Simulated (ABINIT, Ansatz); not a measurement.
**CaC2 (Immm): G0W0 with ABINIT, start to end**

Wanted: ground state, empty states, screening and self-energy for CaC2 (Immm).

Main program and level: ABINIT 10.8.3; PBEsol and many-body steps on it, plane waves.

## (1) The structure

It takes space group Immm (No. 71, orthorhombic). Conventional cell: a = 3.790 Å, b = 4.887 Å, c = 5.360 Å, α = 90.00°, β = 90.00°, γ = 90.00°. Ca has 8 C at 2.62 to 2.75 Å nearest. Nearest to C lie 1 C at 1.26 Å and 4 Ca at 2.62 to 2.75 Å. Farther neighbours are not listed.

The cell and positions are those that the Materials Project relaxed with its own functionals (PBE, PBE+U or r2SCAN), kept fixed.

## (2) Ground state

This step: ABINIT 10.8.3; DFT, PBEsol, plane waves, norm-conserving pseudopotentials.

The ground-state density comes first.

run.abi reads:

```
acell 3*1.0 Angstrom
rprim 
  -1.894876555000 2.443261230000 2.680131180000
  1.894876555000 -2.443261230000 2.680131180000
  1.894876555000 2.443261230000 -2.680131180000
ntypat 2
znucl 20 6
natom 3
typat 1 2 2
xred 
  0.000000000000 0.000000000000 0.000000000000
  0.371239070000 0.500000000000 0.871239070000
  0.628760930000 0.500000000000 0.128760930000
pp_dirpath "pseudos"
pseudos "Ca.upf, C.upf"
ecut 37
ngkpt 6 6 6
nshiftk 1
shiftk 0 0 0
kptopt 1
chksymbreak 0
nband 14
occopt 1
tolvrs 1e-10
nstep 60
prtwf 0
optforces 0
optstress 0
indata_prefix "in"
outdata_prefix "out"
tmpdata_prefix "tmp"
```

The run is started by

```
$ OMP_NUM_THREADS=1 mpirun -n 4 abinit run.abi > log
```

Numbers of over 12 decimals in the logs are rounded to 6 here.

The log of the run:

```text
.Version 10.8.3 of ABINIT. v10.8.2 released Aug 2026.

 Symmetries : space group Im m m (# 71); Bravais oI (body-center ortho.)
================================================================================
 Values of the parameters that define the memory need of the present run
     intxc =       0    ionmov =       0      iscf =       7    lmnmax =       6
     lnmax =       6     mgfft =      45  mpssoang =       3    mqgrid =    3001
     natom =       3  nloc_mem =       1    nspden =       1   nspinor =       1
    nsppol =       1      nsym =       8    n1xccc =    2501    ntypat =       2
    occopt =       1   xclevel =       2
-    mband =          14        mffmem =           1         mkmem =          12
       mpw =        3618          nfft =       91125          nkpt =          46
================================================================================
  Rough estimation (10% accuracy) of disk space for files :
================================================================================

--------------------------------------------------------------------------------
------------- Echo of variables that govern the present computation ------------
--------------------------------------------------------------------------------
 -outvars: echo values of preprocessed input variables --------
            acell      1.8897261259E+00  1.8897261259E+00  1.8897261259E+00 Bohr

      chksymbreak           0
             ecut      3.70000000E+01 Hartree
-          fftalg         312

              ixc     -116133
              kpt      0.00000000E+00  0.00000000E+00  0.00000000E+00
                       1.66666667E-01  0.00000000E+00  0.00000000E+00
                       3.33333333E-01  0.00000000E+00  0.00000000E+00
                       5.00000000E-01  0.00000000E+00  0.00000000E+00
                       0.00000000E+00  1.66666667E-01  0.00000000E+00
                       1.66666667E-01  1.66666667E-01  0.00000000E+00
                       3.33333333E-01  1.66666667E-01  0.00000000E+00
                       5.00000000E-01  1.66666667E-01  0.00000000E+00
                      -3.33333333E-01  1.66666667E-01  0.00000000E+00
   [... 35 further rows ...]
                      -3.33333333E-01 -3.33333333E-01  3.33333333E-01
                       5.00000000E-01  5.00000000E-01  5.00000000E-01
         kptrlatt        6    0    0      0    6    0      0    0    6
          kptrlen      4.29695728E+01
P           mkmem          12
            natom           3
            nband          14
            ngfft          45      45      45
             nkpt          46
            nstep          60
             nsym           8
           ntypat           2
              occ      2.000000  2.000000  2.000000  2.000000  2.000000  2.000000
                       2.000000  2.000000  2.000000  0.000000  0.000000  0.000000
                       0.000000  0.000000
        optforces           0
        optstress           0
            prtwf           0
            rprim     -1.8948765550E+00  2.4432612300E+00  2.6801311800E+00
[...]
spgroup          71

           tolvrs      1.00000000E-10

             xred      0.0000000000E+00  0.0000000000E+00  0.0000000000E+00
[...]
znucl       20.00000    6.00000

================================================================================

 chkinp: Checking input parameters for consistency.

================================================================================
== DATASET  1 ==================================================================
-   mpi_nproc: 4, omp_nthreads: 1 (-1 if OMP is not activated)

--- !DatasetInfo
iteration_state: {dtset: 1, }
dimensions: {natom: 3, nkpt: 46, mband: 14, nsppol: 1, nspinor: 1, nspden: 1, mpw: 3618, }
cutoff_energies: {ecut:  37.0, pawecutdg:  -1.0, }
electrons: {nelect:   1.80000000E+01, charge:   0.00000000E+00, occopt:   1.00000000E+00, tsmear:   1.00000000E-02, }

 Real(R)+Recip(G) space primitive vectors, cartesian coordinates (Bohr,Bohr^-1):
 R(1)= -3.5807977  4.6170946  5.0647139  G(1)=  0.0000000  0.1082932  0.0987223
 R(2)=  3.5807977 -4.6170946  5.0647139  G(2)=  0.1396337  0.0000000  0.0987223
 R(3)=  3.5807977  4.6170946 -5.0647139  G(3)=  0.1396337  0.1082932  0.0000000
 Unit cell volume ucvol=  3.3493727E+02 bohr^3
 Angles (23,13,12)=  1.24827126E+02  1.06674293E+02  9.81616827E+01 degrees

 getcut: wavevector=  0.0000  0.0000  0.0000  ngfft=  45  45  45
         ecut(hartree)=     37.000   => boxcut(ratio)=   2.07875

--- Pseudopotential description ------------------------------------------------
- Ca Generated using ONCVPSP code by D. R. Hamann
- 20.00000  10.00000  180301                  znucl, zion, pspdat
12 -116133 2 -1 1746                          pspcod,pspxc,lmax,lloc,mmax
     nproj     2     2     2
  pspatm : epsatm=   12.46101000
         --- l  ekb(1:nproj) -->
[...]
pspatm: atomic psp has been read  and splines computed

- C Generated using ONCVPSP code by D. R. Hamann
-  6.00000   4.00000  180301                  znucl, zion, pspdat
12 -116133 1 -1 1248                          pspcod,pspxc,lmax,lloc,mmax
     nproj     2     2     0
  pspatm : epsatm=    4.34909242
         --- l  ekb(1:nproj) -->
[...]
pspatm: atomic psp has been read  and splines computed

   3.80865507E+02                                ecore*ucvol(ha*bohr**3)
--------------------------------------------------------------------------------

_setup2: Arith. and geom. avg. npw (full set) are    3600.106    3600.093

================================================================================

--- !BeginCycle
iteration_state: {dtset: 1, }
solver: {iscf: 7, nstep: 60, nline: 4, wfoptalg: 0, }
tolerances: {tolvrs: 1.00E-10, }

     iter   Etot(hartree)      deltaE(h)  residm     vres2
 ETOT  1  -50.512517792546    -5.051E+01 7.069E-02 8.795E+02
 ETOT  2  -50.618744924416    -1.062E-01 4.170E-02 1.922E+02
 ETOT  3  -50.643585391103    -2.484E-02 8.524E-03 1.126E+00
 ETOT  4  -50.643782527011    -1.971E-04 7.178E-03 3.304E-02
 ETOT  5  -50.643786407892    -3.881E-06 4.086E-03 3.158E-03
 ETOT  6  -50.643786716766    -3.089E-07 3.369E-03 3.066E-04
 ETOT  7  -50.643786749561    -3.279E-08 1.288E-03 6.731E-06
 ETOT  8  -50.643786750091    -5.301E-10 1.737E-03 6.892E-07
 ETOT  9  -50.643786750160    -6.879E-11 6.891E-04 1.168E-08
 ETOT 10  -50.643786750162    -2.117E-12 1.004E-03 8.215E-10
 ETOT 11  -50.643786750160     1.840E-12 3.360E-04 8.700E-12

 At SCF step   11       vres2   =  8.70E-12 < tolvrs=  1.00E-10 =>converged.

--- !ResultsGS
iteration_state: {dtset: 1, }
comment   : Summary of ground state results
lattice_vectors:
- [ -3.5807977,   4.6170946,   5.0647139, ]
- [  3.5807977,  -4.6170946,   5.0647139, ]
- [  3.5807977,   4.6170946,  -5.0647139, ]
lattice_lengths: [   7.73246,    7.73246,    7.73246, ]
lattice_angles: [124.827, 106.674,  98.162, ] # degrees, (23, 13, 12)
lattice_volume:   3.3493727E+02
convergence: {deltae:  1.840E-12, res2:  8.700E-12, residm:  3.360E-04, diffor:  0.000E+00, }
etotal    :  -5.06437868E+01
entropy   :   0.00000000E+00
fermie    :   8.90988714E-02
cartesian_stress_tensor: null
pressure_GPa: null
xred      :
- [  0.0000E+00,   0.0000E+00,   0.0000E+00, Ca]
- [  3.7124E-01,   5.0000E-01,   8.7124E-01,  C]
- [  6.2876E-01,   5.0000E-01,   1.2876E-01,  C]
cartesian_forces: null
force_length_stats: {min: null, max: null, mean: null, }

 Integrated electronic density in atomic spheres:
 ------------------------------------------------
 Atom  Sphere_radius  Integrated_density
[...]
2        2.00000          4.19665266
    3        2.00000          4.19665266
================================================================================

 ----iterations are completed or convergence reached----

 Mean square residual over all n,k,spin=   29.086E-07; max=  33.602E-05
 reduced coordinates (array xred) for    3 atoms
       0.000000000000      0.000000000000      0.000000000000
       0.371239070000      0.500000000000      0.871239070000
       0.628760930000      0.500000000000      0.128760930000
 rms dE/dt=  0.0000E+00; max dE/dt=  0.0000E+00; dE/dt below (all hartree)
    1       0.000000000000      0.000000000000      0.000000000000
    2       0.000000000000      0.000000000000      0.000000000000
    3       0.000000000000      0.000000000000      0.000000000000

 cartesian coordinates (angstrom) at end:
    1      0.000000     0.000000     0.000000
    2      1.894877     1.814068    -0.000000
    3     -0.000000     0.629193     2.680131
 length scales=  1.889726125908  1.889726125908  1.889726125908 bohr
              =  1.000000000000  1.000000000000  1.000000000000 angstroms
 prteigrs : about to open file out_EIG
 Fermi (or HOMO) energy (hartree) =   0.08910   Average Vxc (hartree)=  -0.34918
 Eigenvalues (hartree) for nkpt=  46  k points:
 kpt#   1, nband= 14, wtk=  0.00463, kpt=  0.0000  0.0000  0.0000 (reduced coord)
  -1.32285   -0.62796   -0.62776   -0.62370   -0.36151    0.00653    0.00828    0.07014
   0.07959    0.17519    0.22160    0.29386    0.30537    0.32761
 prteigrs : prtvol=0 or 1, do not print more k-points.

--- !EnergyTerms
iteration_state     : {dtset: 1, }
comment             : Components of total free energy in Hartree
kinetic             :  2.11323738098384E+01
hartree             :  1.08328925268560E+01
xc                  : -1.14045919728123E+01
Ewald energy        : -3.40722158980955E+01
psp_core            :  1.13712490670177E+00
local_psp           : -4.10980209215495E+01
non_local_psp       :  2.82865079890113E+00
total_energy        : -5.06437867501600E+01
total_energy_eV     : -1.37808764221770E+03
band_energy         : -6.92230913383511E+00

== END DATASET(S) ==============================================================
================================================================================

 -outvars: echo values of variables after computation  --------
           etotal     -5.0643786750E+01
            nband          14
             nkpt          46
          spgroup          71
 [... the other variables as echoed above ...]

 Calculation completed.
```

Elapsed: 29 s, on 4 MPI ranks of Arm Neoverse V1, shared host; peak memory 0.34 GiB.

Numbers from this step:

* total energy: -1378.0876 eV
* gap: 2.343 eV
* k of the valence top: 0.3333, -0.1667, 0.1667
* k of the conduction bottom: 0, 0, 0
* least direct gap: 2.601 eV

The gap is indirect, with the least direct gap 0.26 eV higher.

(Part 1 of 3 ends here.)

[Paths, hosts, dates, memory and timing lines, banners, echoed tables and standing remarks are left out of the program output.]

[Logs are printed without paths, hosts, clocks, repeated set-up lines and the standing remarks that a program may print on its own settings, such as how far it seeks lower states.]

[Runs of the session that timed out or met a known fault of the program may be left out.]

[Hosts, paths, dates, database ids (printed as entryN), source tags and the programs' standing remarks are cut or masked in the printed files.]

[G0W0 gaps are taken among the corrected bands and points alone; a level outside them can change the order at an edge.]

[Where Ansatz stands beside ABINIT at settings called matched, ABINIT's density can come from a denser mesh and the files from another edition; pairs whose starting gaps differed by over 0.03 eV were left out, so agreement reads better than it is.]
